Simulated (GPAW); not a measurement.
# STM contrast on a 7-layer slab of Y(0001)

What would a tunnelling microscope show on a 7-layer slab of Y(0001)?

Method: GPAW, PAW setups; slab in vacuum, relaxation, in the first sound run; inputs show where later runs differ, in GPAW 26.7.0.

This is a report of a sequence of runs, with most program output left out.

## 1. Set-up

The cell holds 7 atoms: 7 Y. Cell: a = 3.650 Å, b = 3.650 Å, c = 35.202 Å, α = 90.0°, β = 90.0°, γ = 60.0°. Vacuum lies along c.

Structure file:

```cif
data_structure
_symmetry_space_group_name_H-M 'P 1'
_symmetry_Int_Tables_number 1
_cell_length_a 3.6500
_cell_length_b 3.6500
_cell_length_c 35.2024
_cell_angle_alpha 90.000
_cell_angle_beta 90.000
_cell_angle_gamma 60.000
_cell_volume 406.15
loop_
_atom_site_label
_atom_site_type_symbol
_atom_site_fract_x
_atom_site_fract_y
_atom_site_fract_z
_atom_site_occupancy
Y1 Y 0.00000 0.00000 0.25566 1
Y2 Y 0.66667 0.66667 0.33711 1
Y3 Y 0.00000 0.00000 0.41855 1
Y4 Y 0.66667 0.66667 0.50000 1
Y5 Y 0.00000 0.00000 0.58145 1
Y6 Y 0.66667 0.66667 0.66289 1
Y7 Y 0.00000 0.00000 0.74434 1
```

## 2. Relaxation

Forces are removed first; all later runs use this geometry. The lowest 3 atoms are held at bulk positions and keep their forces.

Input file run.py:

```python
import json
import numpy as np
from ase import Atoms
from ase.constraints import FixAtoms
from ase.optimize import BFGS
from gpaw import GPAW, PW

slab = Atoms(
    ['Y', 'Y', 'Y', 'Y', 'Y', 'Y', 'Y'],
    positions=[
        [0.00000, 0.00000, 9.00000],
        [3.65000, 2.10733, 11.86707],
        [0.00000, 0.00000, 14.73415],
        [3.65000, 2.10733, 17.60122],
        [0.00000, 0.00000, 20.46830],
        [3.65000, 2.10733, 23.33537],
        [0.00000, 0.00000, 26.20245]],
    cell=[[3.65, 0.0, 0.0], [1.825, 3.16099, 0.0], [0.0, 0.0, 35.20245]],
    pbc=[True, True, False])

slab.calc = GPAW(mode=PW(400), xc='PBE', kpts={'size': (10, 10, 1), 'gamma': True},
                 occupations={'name': 'fermi-dirac', 'width': 0.1}, nbands='160%',
                 convergence={'density': 1e-05}, maxiter=200,
                 poissonsolver={'dipolelayer': 'xy'},
                 symmetry={'tolerance': 1e-3, 'extra_ids': [1, 1, 1, 0, 0, 0, 0]}, txt='slab.txt')
result = {}
slab.set_constraint(FixAtoms([0, 1, 2]))
path = []
opt = BFGS(slab, maxstep=0.2)
opt.attach(lambda: path.append((slab.get_potential_energy(), slab.positions.tolist(), slab.get_forces().tolist())))
result['relaxed'] = bool(opt.run(fmax=0.03, steps=40))
result['path'] = path
energy = slab.get_potential_energy()
fermi = slab.calc.get_fermi_level()
v = slab.calc.get_electrostatic_potential().mean((0, 1)) - fermi
n = slab.calc.get_pseudo_density().mean((0, 1))
L = slab.cell[2, 2]
z = np.arange(len(v)) * L / len(v)
low, high = slab.positions[:, 2].min(), slab.positions[:, 2].max()
below, above = np.interp([low - 6.8, high + 6.8], z, v)
slopes = [np.interp(x, z, np.gradient(v, z)) for x in (low - 6.8, high + 6.8)]
eps = np.array([[slab.calc.get_eigenvalues(k, s) for k in range(len(slab.calc.get_ibz_k_points()))]
                for s in range(slab.calc.get_number_of_spins())]) - fermi
top, bottom = eps[eps < 0].max(), eps[eps > 0].min()
dipole = slab.get_dipole_moment()[2]
print(f'energy {energy:.4f} eV, Fermi level {fermi:.4f} eV, dipole {dipole:.5f} e A')
print(f'potential 6.8 A off the faces, from the Fermi level: lower {below:.4f} eV, upper {above:.4f} eV')
print(f'slope of the potential there: lower {slopes[0]:.5f}, upper {slopes[1]:.5f} eV/A')
print(f'nearest levels on the mesh: {top:.4f} and {bottom:.4f} eV')
print('magnetic moment', round(slab.get_magnetic_moment(), 3))
result.update(energy=energy, fermi=fermi, dipole=dipole, below=below, above=above, slopes=slopes, edges=[top, bottom],
              z=z.tolist(), v=v.tolist(), n=n.tolist(), positions=slab.positions.tolist(),
              forces=slab.get_forces(apply_constraint=False).tolist(), moments=slab.get_magnetic_moments().tolist())
json.dump(result, open('result.json', 'w'))
```

The run is started by

```console
$ OMP_NUM_THREADS=1 OPENBLAS_NUM_THREADS=1 python run.py
```

The job ended after 44 min (1 thread of Arm Neoverse V1, shared host; peak memory 0.36 GiB).

Relaxation path:

```csv
step,energy less that of the first step (eV),largest force (eV/Å)
1,0.0000,0.1766
2,-0.0009,0.1686
3,-0.0067,0.0459
4,-0.0069,0.0384
5,-0.0070,0.0418
6,-0.0074,0.0444
7,-0.0077,0.0349
8,-0.0079,0.0284
```

The atoms that moved most (Å):

| atom | dx | dy | dz | length |
| --- | --- | --- | --- | --- |
| Y7 | 0.000 | 0.000 | -0.058 | 0.058 |
| Y6 | 0.000 | 0.000 | 0.027 | 0.027 |
| Y5 | 0.000 | 0.000 | 0.007 | 0.007 |

Final coordinates:

```cif
data_structure
_symmetry_space_group_name_H-M 'P 1'
_symmetry_Int_Tables_number 1
_cell_length_a 3.6500
_cell_length_b 3.6500
_cell_length_c 35.2024
_cell_angle_alpha 90.000
_cell_angle_beta 90.000
_cell_angle_gamma 60.000
_cell_volume 406.15
loop_
_atom_site_label
_atom_site_type_symbol
_atom_site_fract_x
_atom_site_fract_y
_atom_site_fract_z
_atom_site_occupancy
Y1 Y 0.00000 0.00000 0.25566 1
Y2 Y 0.66667 0.66667 0.33711 1
Y3 Y 0.00000 0.00000 0.41855 1
Y4 Y 0.66667 0.66667 0.49993 1
Y5 Y 0.00000 0.00000 0.58166 1
Y6 Y 0.66667 0.66667 0.66367 1
Y7 Y 0.00000 0.00000 0.74268 1
```

Numbers from this step:

```yaml
dipole_along_the_normal: 0.001063 e·Å
levels_nearest_the_fermi_level_on_the_mesh: -0.01536, 0.004148 eV from the Fermi level
upper_work_function: 3.358 eV
lower_work_function: 3.374 eV
```

The electrostatic potential energy of an electron (without an applied field's), less the Fermi level, planar mean oscillates, so the rows of the table below give means over windows of 2.83 Å about each position, cut where the curve ends. Its maxima inside the range that stand out by 2 % of the span (Å: eV): 10.5: 0.922, 13.3: 0.763, 16.2: 0.742, 19.1: 0.830, 22.0: 0.761, 24.7: 0.632. Its minima: 9.0: -17.7, 11.8: -17.2, 14.8: -17.3, 17.6: -17.4, 20.4: -17.3, 23.4: -17.2, 26.2: -17.6.

Electrostatic potential energy of an electron (without an applied field's), less the Fermi level, planar mean against z; means over each step:

```csv
z (Å),"electrostatic potential energy of an electron (without an applied field's), less the Fermi level, planar mean (eV)"
1.42,3.37
4.25,3.36
7.08,0.910
9.91,-6.41
12.73,-6.37
15.57,-6.34
18.39,-6.35
21.23,-6.37
24.05,-6.49
26.88,-5.94
29.71,3.24
32.55,3.36
```

The pseudo valence density, planar mean oscillates, so the rows of the table below give means over windows of 2.93 Å about each position, cut where the curve ends. Its maxima inside the range that stand out by 2 % of the span (Å: e/Å³): 9.0: 0.795, 11.9: 0.779, 14.7: 0.782, 17.6: 0.795, 20.5: 0.784, 23.3: 0.766, 26.2: 0.791. Its minima: 10.5: 0.102, 13.2: 0.101, 16.1: 0.101, 19.1: 0.0998, 22.0: 0.0984, 24.7: 0.109.

The pseudo valence density, planar mean by z; means over each step:

```csv
z (Å),"pseudo valence density, planar mean (e/Å³)"
1.47,9.2e-7
4.40,3.5e-4
7.33,0.109
10.26,0.342
13.19,0.341
16.12,0.342
19.05,0.339
21.98,0.336
24.91,0.363
27.84,0.105
30.77,3.4e-4
33.70,9.8e-7
```

The relaxation lowered the energy of the cell by 0.00789 eV (energies extrapolated to zero smearing; the optimiser's log prints free energies). The largest force left on a free atom is 0.028 eV/Å.

## 3. Plane waves, PBE

With the geometry fixed, the planar mean of the potential gives the vacuum level on each side.

This step: GPAW, PAW setups; slab in vacuum (GPAW 26.7.0).

run.py, as its differences from that of step 2:

```diff
@@ -3,4 +3,3 @@
 from ase import Atoms
-from ase.constraints import FixAtoms
-from ase.optimize import BFGS
+from ase.dft.stm import STM
 from gpaw import GPAW, PW
@@ -13,6 +12,6 @@
         [0.00000, 0.00000, 14.73415],
-        [3.65000, 2.10733, 17.60122],
-        [0.00000, 0.00000, 20.46830],
-        [3.65000, 2.10733, 23.33537],
-        [0.00000, 0.00000, 26.20245]],
+        [3.65000, 2.10733, 17.59868],
+        [0.00000, 0.00000, 20.47576],
+        [3.65000, 2.10733, 23.36284],
+        [-0.00000, -0.00000, 26.14429]],
     cell=[[3.65, 0.0, 0.0], [1.825, 3.16099, 0.0], [0.0, 0.0, 35.20245]],
@@ -24,10 +23,4 @@
                  poissonsolver={'dipolelayer': 'xy'},
-                 symmetry={'tolerance': 1e-3, 'extra_ids': [1, 1, 1, 0, 0, 0, 0]}, txt='slab.txt')
+                 symmetry={'tolerance': 1e-3}, txt='slab.txt')
 result = {}
-slab.set_constraint(FixAtoms([0, 1, 2]))
-path = []
-opt = BFGS(slab, maxstep=0.2)
-opt.attach(lambda: path.append((slab.get_potential_energy(), slab.positions.tolist(), slab.get_forces().tolist())))
-result['relaxed'] = bool(opt.run(fmax=0.03, steps=40))
-result['path'] = path
 energy = slab.get_potential_energy()
@@ -53,2 +46,16 @@
               forces=slab.get_forces(apply_constraint=False).tolist(), moments=slab.get_magnetic_moments().tolist())
+
+# Images need the states of the whole zone, up to time reversal
+slab.calc = slab.calc.fixed_density(symmetry={'point_group': False}, txt='states.txt', nbands='250%',
+                                    convergence={'bands': 'CBM+1.3'})
+stm = STM(slab)
+result['stm'] = []
+for bias in [-1.0, 1.0]:
+    height = high + 3.5
+    current = stm.get_averaged_current(bias, height)
+    x, y, h = stm.scan(bias, current)
+    i, f = divmod(height / L * stm.ldos.shape[2], 1)
+    I = abs((1 - f) * stm.ldos[:, :, int(i)] + f * stm.ldos[:, :, int(i) + 1])
+    print(f'bias {bias} V: mean current at 3.5 A {current:.4e}, corrugation {np.ptp(h):.4f} A')
+    result['stm'].append(dict(bias=bias, current=current, h=(h - high).tolist(), I=I.tolist()))
 json.dump(result, open('result.json', 'w'))
```

The job ended after 16 min (1 thread; peak memory 1.1 GiB).

This step gave:

- dipole along the normal: 0.001082 e·Å
- levels nearest the Fermi level on the mesh: -0.01536, 0.004139 eV from the Fermi level
- corrugation -1: 0.1207 Å
- corrugation 1: 0.1332 Å

The electrostatic potential energy of an electron (without an applied field's), less the Fermi level, planar mean oscillates, so the rows of the table below give means over windows of 2.83 Å about each position, cut where the curve ends. Its maxima inside the range that stand out by 2 % of the span (Å: eV): 10.5: 0.922, 13.3: 0.763, 16.2: 0.742, 19.1: 0.830, 22.0: 0.761, 24.7: 0.632. Its minima: 9.0: -17.7, 11.8: -17.2, 14.8: -17.3, 17.6: -17.4, 20.4: -17.3, 23.4: -17.2, 26.2: -17.6.

The electrostatic potential energy of an electron (without an applied field's), less the Fermi level, planar mean by z; means over each step:

(Unchanged from step 2.)

The pseudo valence density, planar mean oscillates, so the rows of the table below give means over windows of 2.93 Å about each position, cut where the curve ends. Its maxima inside the range that stand out by 2 % of the span (Å: e/Å³): 9.0: 0.795, 11.9: 0.779, 14.7: 0.782, 17.6: 0.795, 20.5: 0.784, 23.3: 0.766, 26.2: 0.791. Its minima: 10.5: 0.102, 13.2: 0.101, 16.1: 0.101, 19.1: 0.0998, 22.0: 0.0984, 24.7: 0.109.

The pseudo valence density, planar mean by z; means over each step:

z (Å), pseudo valence density, planar mean (e/Å³) and a bar:
```
     1.47      0.000 
     4.40      0.000 
     7.33      0.109 #########
    10.26      0.342 ############################
    13.19      0.341 ############################
    16.12      0.342 ############################
    19.05      0.339 ############################
    21.98      0.336 ############################
    24.91      0.363 ##############################
    27.84      0.105 #########
    30.77      0.000 
    33.70      0.000
```

Tip height over the top atom over a1 and a2. Sample bias -1 V, constant current at the mean current 3.5 Å over the top atom.

Ten even steps from '_' (3.41 Å) to '@' (3.53 Å):
```
____..::--++**##%%@@@@%%##**++--::..
......::--++**##%%@@@@@@%%##**++--::
::::::::--++**##%%@@@@@@@@%%##**++--
==------==++**##%%@@@@@@@@@@%%##**++
**++++++++****##%%@@@@@@@@@@@@%%##**
##**********####%%@@@@@@@@@@@@@@%%##
%%############%%%%@@@@@@@@@@@@@@@@%%
%%%%%%%%%%%%%%%%%%@@@@@@@@@@@@@@@@@@
@@@@@@@@@@@@@@@@@@@@@@@@@@@@@@@@@@@@
%%@@@@@@@@@@@@@@@@@@%%%%%%%%%%%%%%%%
%%%%@@@@@@@@@@@@@@@@%%%%############
####%%@@@@@@@@@@@@@@%%####**********
****##%%@@@@@@@@@@@@%%##****++++++++
==++**##%%@@@@@@@@@@%%##**++==------
::--++**##%%@@@@@@@@%%##**++--::::::
..::--++**##%%@@@@@@%%##**++--::....
__..::--++**##%%@@@@%%##**++--::..__
____..::==**##%%%%@@%%%%##**==::..__
```
Columns: a1 from 0 to 0.944; rows upwards: a2 from 0 to 0.944.

Local density of states summed over the bias window over a1 and a2. Sample bias -1 V, constant height 3.5 Å over the top atom.

Ten even steps from '0' (2.12 × 1e-4 arbitrary) to '9' (2.64 × 1e-4 arbitrary):
```
000134678888764310
101134578898875431
211234567899876543
333334567899987654
544445677899998776
665556678899999887
777667778899999988
888888888899999998
888888888888888888
889999999888877788
788999999887776677
678899999887665556
567889999887654444
345688999886543333
234568899886543211
113457889887543110
001346788887643100
001235678887653210
```
Columns: a1 from 0 to 0.944; rows upwards: a2 from 0 to 0.944.

Tip height over the top atom over a1 and a2. Sample bias 1 V, constant current at the mean current 3.5 Å over the top atom.

Ten even steps from '_' (3.41 Å) to '@' (3.55 Å):
```
______..--==++**##%%%%##**++==--..__
..__....--==++**##########**++==--..
::::::::--==++****########****++==--
----------==++****##########****++==
++========++++****############****++
****************########%%########**
####################################
%%%%%%%%%%%%%%%%%%%%##############%%
%%%%%%%%@@@@%%%%%%%%%%############%%
%%%%@@@@@@@@@@@@@@%%%%####******####
##%%%%@@@@@@@@@@@@%%%%##************
**##%%%%@@@@@@@@@@%%%%##**++++++++++
++**##%%@@@@@@@@@@@@%%##**++========
--==**##%%@@@@@@@@@@%%##**==--------
::--==**##%%%%@@@@%%%%##**==--::....
..::--==**##%%%%@@%%%%##**==--::..__
____::--==**##%%%%%%%%##**==--::____
____..::--++**##%%%%%%##**++--::..__
```
Columns: a1 from 0 to 0.944; rows upwards: a2 from 0 to 0.944.

Local density of states summed over the bias window over a1 and a2. Sample bias 1 V, constant height 3.5 Å over the top atom.

Ten even steps from '0' (0.98 × 1e-3 arbitrary) to '9' (1.21 × 1e-3 arbitrary):
```
000123567777653210
000123456777654321
111123456677665432
322233456677766543
444444556677776655
555555566677777666
666666667777777777
777777777777777777
788888888777666677
788999998877666667
678999999876655556
567899999876554445
456789999876543333
345678999876543222
124567899876542111
012456788876542100
001245678876542100
000134567776543100
```
Columns: a1 from 0 to 0.944; rows upwards: a2 from 0 to 0.944.

Force by atom:

```
atom  x (eV/Å)  y (eV/Å)  z (eV/Å)   size
  Y1     0.000     0.000     0.177  0.177
  Y2     0.000     0.000    -0.177  0.177
  Y3     0.000     0.000     0.034  0.034
  Y4     0.000     0.000     0.023  0.023
  Y5     0.000     0.000    -0.028  0.028
  Y6     0.000     0.000    -0.009  0.009
  Y7     0.000     0.000    -0.018  0.018
```

The potential is flat to 1.3e-4 eV/Å where it is read, so the vacuum is wide enough.

## 4. A changed run

One more run, with changed settings.

run.py, as its differences from that of step 3:

```diff
@@ -3,3 +3,2 @@
 from ase import Atoms
-from ase.dft.stm import STM
 from gpaw import GPAW, PW
@@ -19,5 +18,5 @@
 
-slab.calc = GPAW(mode=PW(400), xc='PBE', kpts={'size': (10, 10, 1), 'gamma': True},
+slab.calc = GPAW(mode=PW(400), xc='pbe96', kpts={'size': (10, 10, 1), 'gamma': True},
                  occupations={'name': 'fermi-dirac', 'width': 0.1}, nbands='160%',
-                 convergence={'density': 1e-05}, maxiter=200,
+                 convergence={'density': 1e-05}, maxiter=100,
                  poissonsolver={'dipolelayer': 'xy'},
@@ -46,16 +45,2 @@
               forces=slab.get_forces(apply_constraint=False).tolist(), moments=slab.get_magnetic_moments().tolist())
-
-# Images need the states of the whole zone, up to time reversal
-slab.calc = slab.calc.fixed_density(symmetry={'point_group': False}, txt='states.txt', nbands='250%',
-                                    convergence={'bands': 'CBM+1.3'})
-stm = STM(slab)
-result['stm'] = []
-for bias in [-1.0, 1.0]:
-    height = high + 3.5
-    current = stm.get_averaged_current(bias, height)
-    x, y, h = stm.scan(bias, current)
-    i, f = divmod(height / L * stm.ldos.shape[2], 1)
-    I = abs((1 - f) * stm.ldos[:, :, int(i)] + f * stm.ldos[:, :, int(i) + 1])
-    print(f'bias {bias} V: mean current at 3.5 A {current:.4e}, corrugation {np.ptp(h):.4f} A')
-    result['stm'].append(dict(bias=bias, current=current, h=(h - high).tolist(), I=I.tolist()))
 json.dump(result, open('result.json', 'w'))
```

The job ended after 0.73 s (1 thread; peak memory 0.1 GiB).

The program refused the input before any cycle.

The program's message: “NameError: Unknown functional: pbe96.”

The change that led to it: xc = "pbe96".

## 5. What came out

```
work function, upper and lower face : 3.358 and 3.374 eV
dipole along the normal             : 0.00108 e Å
corrugation at -1 V                 : 0.121 Å
corrugation at 1 V                  : 0.133 Å
```

**Reading.** The tip height varies by 0.12 to 0.13 Å over the cell, much the same at every bias tried. Negative sample bias images filled states, positive bias empty ones. The measured value for polycrystalline Y, which weights the faces of low work function, is 3.1 eV (as compiled in "Anisotropic work function of elemental crystals", 2019, arxiv:1902.07811); the relaxed upper face lies 0.26 eV over it with PBE. Measured work functions scatter by a tenth of an eV or more between methods. The images are of Tersoff-Hamann type: an s-wave tip, no tip-sample forces, heights closer than in a microscope. The small printed dipole stands for a step of -17 meV from the lower to the upper face, and the probes find -16 meV; values this small are near the numerical noise of both. The in-plane lattice was kept as typed, which isn't the functional's own and leaves some strain; spin-orbit coupling and temperature are left out.

[Logs are printed without paths, hosts, clocks, repeated set-up lines and the standing remarks that a program may print on its own settings, such as how far it seeks lower states.]

[Hosts, paths, dates, database ids (printed as entryN), source tags and the programs' standing remarks are cut or masked in the printed files.]
